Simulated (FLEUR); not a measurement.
# MnHg: cost and accuracy of the smearing, part 4 of 4

Wanted: the cheapest choice of the smearing that holds the magnetic results of MnHg.

FLEUR MaX-R8.1; PBEsol; all-electron FLAPW, Dirac cores, scalar-relativistic bands.

So far, largest spin moment in the muffin-tin sphere (μB): step 2 (rung 1 (width 0.5 eV), start ferro +) 3.38; step 7 (rung 3 (width 0.12 eV), start antiferro q=(0,1/2,1/2) +-) 3.91; step 8 (rung 4 (width 0.05 eV), start ferro +) 3.93; step 9 (rung 4 (width 0.05 eV), start antiferro q=(0,1/2,1/2) +-) 3.92; step 10 (rung 5 (width 0.02 eV), start ferro +) 3.93.

**11. Rung 5 (width 0.02 eV), start antiferro q=(0,1/2,1/2) +-**

The k list default-1 (kpts.xml, not shown) is a Γ-centred 8×4×8 mesh.

inp.xml reads:

```
<?xml version="1.0" encoding="UTF-8" standalone="no"?>
<fleurInput fleurInputVersion="0.39">
   <comment>
      MnHg
   </comment>
   <calculationSetup>
      <cutoffs Kmax="3.6" Gmax="10.8" GmaxXC="10.8" numbands="0"/>
      <scfLoop itmax="90" minDistance="0.00002" maxIterBroyd="15" imix="Anderson" alpha="0.05" precondParam="0.0" spinf="2.0" sdNocoIR="T"/>
      <coreElectrons ctail="T" frcor="F" kcrel="0" coretail_lmax="0"/>
      <xcFunctional name="PBEs" relativisticCorrections="F"/>
      <magnetism jspins="2"/>
      <soc l_soc="F" theta="0.0" phi="0.0" spav="F"/>
      <expertModes spex="0" secvar="F"/>
      <geometryOptimization l_f="F" forcealpha="1.0" forcemix="BFGS" epsdisp="0.00001" epsforce="0.00001"/>
      <ldaU l_linMix="F" mixParam="0.05" spinf="1.0"/>
   </calculationSetup>
   <cell>
      <bzIntegration valenceElectrons="66.0" mode="hist" fermiSmearingEnergy="0.00073499">
         <kPointListSelection listName="default-1"/>
         <xi:include xmlns:xi="http://www.w3.org/2001/XInclude" href="kpts.xml"> </xi:include>
      </bzIntegration>
      <xi:include xmlns:xi="http://www.w3.org/2001/XInclude" href="sym.xml"> </xi:include>
      <bulkLattice scale="1.0">
         <bravaisMatrix>
            <row-1>    6.2644421030489994     0.0000000000000000     0.0000000000000000</row-1>
            <row-2>    0.0000000000000000    12.5288842060979988     0.0000000000000000</row-2>
            <row-3>    0.0000000000000000     6.2644421030489994     6.2644421030489994</row-3>
         </bravaisMatrix>
      </bulkLattice>
   </cell>
   <atomSpecies>
      <species name="Manganese 3.501" element="Mn" atomicNumber="25">
         <mtSphere radius="2.64" gridPoints="873" logIncrement="0.014"/>
         <atomicCutoffs lmax="10" lnonsphr="8"/>
         <electronConfig flipSpins="F">
            <coreConfig>(1s1/2) (2s1/2) (2p1/2) (2p3/2)</coreConfig>
            <valenceConfig>(3s1/2) (3p1/2) (3p3/2) (4s1/2) (3d3/2) (3d5/2)</valenceConfig>
            <stateOccupation state="(3d3/2)" spinUp="1.2505" spinDown="0.7495"/>
            <stateOccupation state="(3d5/2)" spinUp="3.0" spinDown="0.0"/>
         </electronConfig>
         <energyParameters s="4" p="4" d="3" f="4"/>
         <lo type="SCLO" l="0" n="3" eDeriv="0"/>
         <lo type="SCLO" l="1" n="3" eDeriv="0"/>
      </species>
      <species name="Manganese -3.501" element="Mn" atomicNumber="25">
         <mtSphere radius="2.64" gridPoints="873" logIncrement="0.014"/>
         <atomicCutoffs lmax="10" lnonsphr="8"/>
         <electronConfig flipSpins="F">
            <coreConfig>(1s1/2) (2s1/2) (2p1/2) (2p3/2)</coreConfig>
            <valenceConfig>(3s1/2) (3p1/2) (3p3/2) (4s1/2) (3d3/2) (3d5/2)</valenceConfig>
            <stateOccupation state="(3d3/2)" spinUp="0.7495" spinDown="1.2505"/>
            <stateOccupation state="(3d5/2)" spinUp="0.0" spinDown="3.0"/>
         </electronConfig>
         <energyParameters s="4" p="4" d="3" f="4"/>
         <lo type="SCLO" l="0" n="3" eDeriv="0"/>
         <lo type="SCLO" l="1" n="3" eDeriv="0"/>
      </species>
      <species name="Mercury (Hg)" element="Hg" atomicNumber="80">
         <mtSphere radius="2.64" gridPoints="873" logIncrement="0.015"/>
         <atomicCutoffs lmax="10" lnonsphr="8"/>
         <electronConfig flipSpins="F">
            <coreConfig>(1s1/2) (2s1/2) (2p1/2) (2p3/2) (3s1/2) (3p1/2) (3p3/2) (4s1/2) (3d3/2) (3d5/2) (4p1/2) (4p3/2) (5s1/2) (4d3/2) (4d5/2) (4f5/2) (4f7/2)</coreConfig>
            <valenceConfig>(5p1/2) (5p3/2) (6s1/2) (5d3/2) (5d5/2)</valenceConfig>
         </electronConfig>
         <energyParameters s="6" p="6" d="5" f="5"/>
         <lo type="SCLO" l="1" n="5" eDeriv="0"/>
      </species>
   </atomSpecies>
   <atomGroups>
      <atomGroup species="Manganese 3.501">
         <relPos label="                   1">1.000/2.000 .0000000000 1.000/2.000</relPos>
         <force calculate="T" relaxXYZ="TTT"/>
      </atomGroup>
      <atomGroup species="Manganese -3.501">
         <relPos label="                   2">1.000/2.000 1.000/2.000 1.000/2.000</relPos>
         <force calculate="T" relaxXYZ="TTT"/>
      </atomGroup>
      <atomGroup species="Mercury (Hg)">
         <relPos label="                   3">.0000000000 .0000000000 .0000000000</relPos>
         <relPos label="                   4">.0000000000 1.000/2.000 .0000000000</relPos>
         <force calculate="T" relaxXYZ="TTT"/>
      </atomGroup>
   </atomGroups>
   <output dos="F" band="F" slice="F">
      <bandDOS minEnergy="-.5*Htr" maxEnergy="0.5*Htr" sigma="0.015" storeEVData="T"/>
      <plotting iplot="0" polar="F">
         <plot TwoD="T" vec1="  1.0  0.0  0.0" vec2="  0.0  1.0  0.0" vec3="  0.0  0.0  1.0" zero="  0.0  0.0  0.0" file="plot"/>
      </plotting>
      <moessbauerParams electricFieldGradient="F" isomerShift="F" coreHyperfine="F" valenceHyperfine="F"/>
   </output>
</fleurInput>
```

crystal.txt reads:

```
MnHg
&input film=F cartesian=F /
3.31500000000  0.00000000000  0.00000000000
0.00000000000  6.63000000000  0.00000000000
0.00000000000  3.31500000000  3.31500000000
1.8897261246
1.0 1.0 1.0

4
25 0.50000000000  0.00000000000  0.50000000000 : 3.501
25 0.50000000000  0.50000000000  0.50000000000 : -3.501
80 0.00000000000  0.00000000000  0.00000000000
80 0.00000000000  0.50000000000  0.00000000000

&kpt div1=8 div2=4 div3=8 gamma=T /
```

Launch:

```sh
$ OMP_NUM_THREADS=1 inpgen -f crystal.txt > inpgen.log  # inp.xml is then edited as shown
$ OMP_NUM_THREADS=1 mpirun -n 4 fleur_MPI > fleur.log
```

The program printed:

```text
[banner, memory and clock lines left out]
Welcome to FLEUR        (www.flapw.de)
      MaX-Release 8.1          (www.max-centre.eu)

 ========== k-point set info ==========
 Selected k-point list: default-1
 k-point list type: mesh
 0 x 0 x 0
 Number of k points: 68

 [... set-up left out ...]
 Iteration:     1   Distance:      17.31179409 me/bohr^3
 Iteration:     2   Distance:      13.46262664 me/bohr^3
 Iteration:     3   Distance:       8.03657962 me/bohr^3
 Iteration:     4   Distance:       4.95790838 me/bohr^3
 Iteration:     5   Distance:       4.30422013 me/bohr^3
[...]
<sumOfEigenvalues value="   -25562.9454089674">
               <coreElectrons value="-25515.1648765683"/>
               <valenceElectrons value="-47.7805323991"/>
            </sumOfEigenvalues>
         [... left out ...]
            <freeEnergy value="-41627.9109732422"/>
            <extrapolationTo0K value="-41627.9108622164"/>
         </totalEnergy>
         <densityConvergence units="me/bohr^3">
            <chargeDensity spin="1" distance="0.0000057969"/>
            <chargeDensity spin="2" distance="0.0000056758"/>
            <overallChargeDensity distance="0.0000094226"/>
            <spinDensity distance="0.0000065461"/>
         </densityConvergence>
      </iteration>
```

The job ended after 2.8 min (4 MPI ranks of Arm Neoverse N1, shared host; peak memory 0.4 GiB; 11 min of CPU time).

Numbers from this step:

- free energy: -1132753.1641 eV
- program's band gap on this mesh (in a metal only a level spacing): 5.39e-8 eV
- magnetization: 0 μB
- final state: antiferromagnetic
- largest moment: 3.925 μB

This start lies +68.7 meV a seeded atom from the first, a change of +2.0 meV since rung 4; its largest moment is 3.93 μB.

**12. The rungs together**

Ladder, by row:

| rung | smearing (eV) | state from the first start | state from the second start | second less first (meV a seeded atom) | moment, first (μB) | moment, second (μB) | CPU time (s), all starts |
| --- | --- | --- | --- | --- | --- | --- | --- |
| 1 | 0.5 | ferromagnetic | antiferromagnetic | 20.07 | 3.385 | 3.378 | 1012 |
| 2 | 0.25 | ferromagnetic | antiferromagnetic | 50.93 | 3.817 | 3.835 | 839.6 |
| 3 | 0.12 | ferromagnetic | antiferromagnetic | 62.39 | 3.901 | 3.911 | 771.2 |
| 4 | 0.05 | ferromagnetic | antiferromagnetic | 66.66 | 3.926 | 3.922 | 789.6 |
| 5 | 0.02 | ferromagnetic | antiferromagnetic | 68.66 | 3.932 | 3.925 | 779.6 |

**13. What came out**

- range of the moment in the table, first start: 3.38 to 3.93 μB
- range of CPU time: 13 min to 17 min
- range of the energy difference: 20.1 to 68.7 meV a seeded atom
- first rung from which all stay within 3.4 meV of the last, moments within 0.06 μB: 4

From rung 4 on the result stays within 2.0 meV of the last rung, inside the margin of 3.4 meV (5 % of the last value, 2 meV at least; moments within 0.06 μB), at 101 % of the last rung's cost. The first start ends lower on every rung, so the sign of the difference is steady; whether functional and cell give the true order is another matter. The mesh stays the same, and a narrow smearing needs a finer one, so the last rung is no sure reference. Differences are of free energies, so a wide smearing enters them.

[Logs and program files are shortened in this print: banners, set-up blocks, solver, clock and traceback lines can be left out without a mark of their own.]

[Logs are printed without paths, hosts, clocks, repeated set-up lines and the standing remarks that a program may print on its own settings, such as how far it seeks lower states.]

[Hosts, paths, dates, database ids (printed as entryN), source tags and the programs' standing remarks are cut or masked in the printed files.]

[Where a cell is said to come from a database of computed structures, the database is the Materials Project.]
